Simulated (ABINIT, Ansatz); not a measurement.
Planning a run of ABINIT 10.8.3 on BaMg2Sb2 (P-3m1). The input:

```
acell 3*1.0 Angstrom
rprim 
  4.770000000028 -0.000000000006 0.000000000000
  -2.385000000008 4.130941176079 0.000000000000
  0.000000000000 0.000000000000 8.100000000000
ntypat 3
znucl 56 12 51
natom 5
typat 1 2 2 3 3
xred 
  0.000000000000 0.000000000000 0.000000000000
  0.333333333333 0.666666666667 0.624700000000
  0.666666666667 0.333333333333 0.375300000000
  0.333333333333 0.666666666667 0.268000000000
  0.666666666667 0.333333333333 0.732000000000
pp_dirpath "pseudos"
pseudos "Ba.upf, Mg.upf, Sb.upf"
ecut 40
ngkpt 3 3 2
nshiftk 1
shiftk 0 0 0
kptopt 1
chksymbreak 0
istwfk *1
occopt 1
irdwfk 1
optdriver 3
nband 143
ecuteps 4.2
inclvkb 2
awtr 1
symchi 1
indata_prefix "in"
outdata_prefix "out"
tmpdata_prefix "tmp"
```

```sh
OMP_NUM_THREADS=1 mpirun -n 4 abinit run.abi > log
```

Question: Estimate wall time and host memory on 4 MPI ranks of Intel Xeon Platinum 8488C (Sapphire Rapids), shared host.

It took 1.9 min; on shared hardware allow 56 s to 3.7 min. Peak host memory was 2.2 GiB.

[Paths, hosts, dates, memory and timing lines, banners, echoed tables and standing remarks are left out of the program output.]

[Logs are printed without paths, hosts, clocks, repeated set-up lines and the standing remarks that a program may print on its own settings, such as how far it seeks lower states.]

[Runs of the session that timed out or met a known fault of the program may be left out.]

[Hosts, paths, dates, database ids (printed as entryN), source tags and the programs' standing remarks are cut or masked in the printed files.]

[G0W0 gaps are taken among the corrected bands and points alone; a level outside them can change the order at an edge.]

[Where Ansatz stands beside ABINIT at settings called matched, ABINIT's density can come from a denser mesh and the files from another edition; pairs whose starting gaps differed by over 0.03 eV were left out, so agreement reads better than it is.]
